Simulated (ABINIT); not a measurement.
An input for ABINIT 10.8.3 (NiO2 (P-3m1)):

```
acell 3*1.0 Angstrom
rprim 
  2.798781865034 -0.000000000008 0.000000000000
  -1.399390932510 2.423816194775 0.000000000000
  0.000000000000 0.000000000000 4.618273000000
ntypat 2
znucl 28 8
natom 3
typat 1 2 2
xred 
  0.000000000000 0.000000000000 0.500000000000
  0.666666666667 0.333333333333 0.706039000000
  0.333333333333 0.666666666667 0.293961000000
pp_dirpath "pseudos"
pseudos "Ni.upf, O.upf"
ecut 56
ngkpt 9 9 4
nshiftk 1
shiftk 0 0 0
kptopt 1
chksymbreak 0
nband 20
occopt 1
tolvrs 1e-10
nstep 60
prtwf 0
optforces 0
optstress 0
indata_prefix "in"
outdata_prefix "out"
tmpdata_prefix "tmp"
```

```sh
OMP_NUM_THREADS=1 mpirun -n 4 abinit run.abi > log
```

**Question.** How long will it take on 4 MPI ranks of Arm Neoverse V2, shared host, and how much memory?

It took 37 s; on shared hardware allow 19 s to 75 s. Peak host memory was 0.35 GiB.

[Paths, hosts, dates, memory and timing lines, banners, echoed tables and standing remarks are left out of the program output.]

[Logs are printed without paths, hosts, clocks, repeated set-up lines and the standing remarks that a program may print on its own settings, such as how far it seeks lower states.]

[Runs of the session that timed out or met a known fault of the program may be left out.]

[Hosts, paths, dates, database ids (printed as entryN), source tags and the programs' standing remarks are cut or masked in the printed files.]

[G0W0 gaps are taken among the corrected bands and points alone; a level outside them can change the order at an edge.]

[Where Ansatz stands beside ABINIT at settings called matched, ABINIT's density can come from a denser mesh and the files from another edition; pairs whose starting gaps differed by over 0.03 eV were left out, so agreement reads better than it is.]
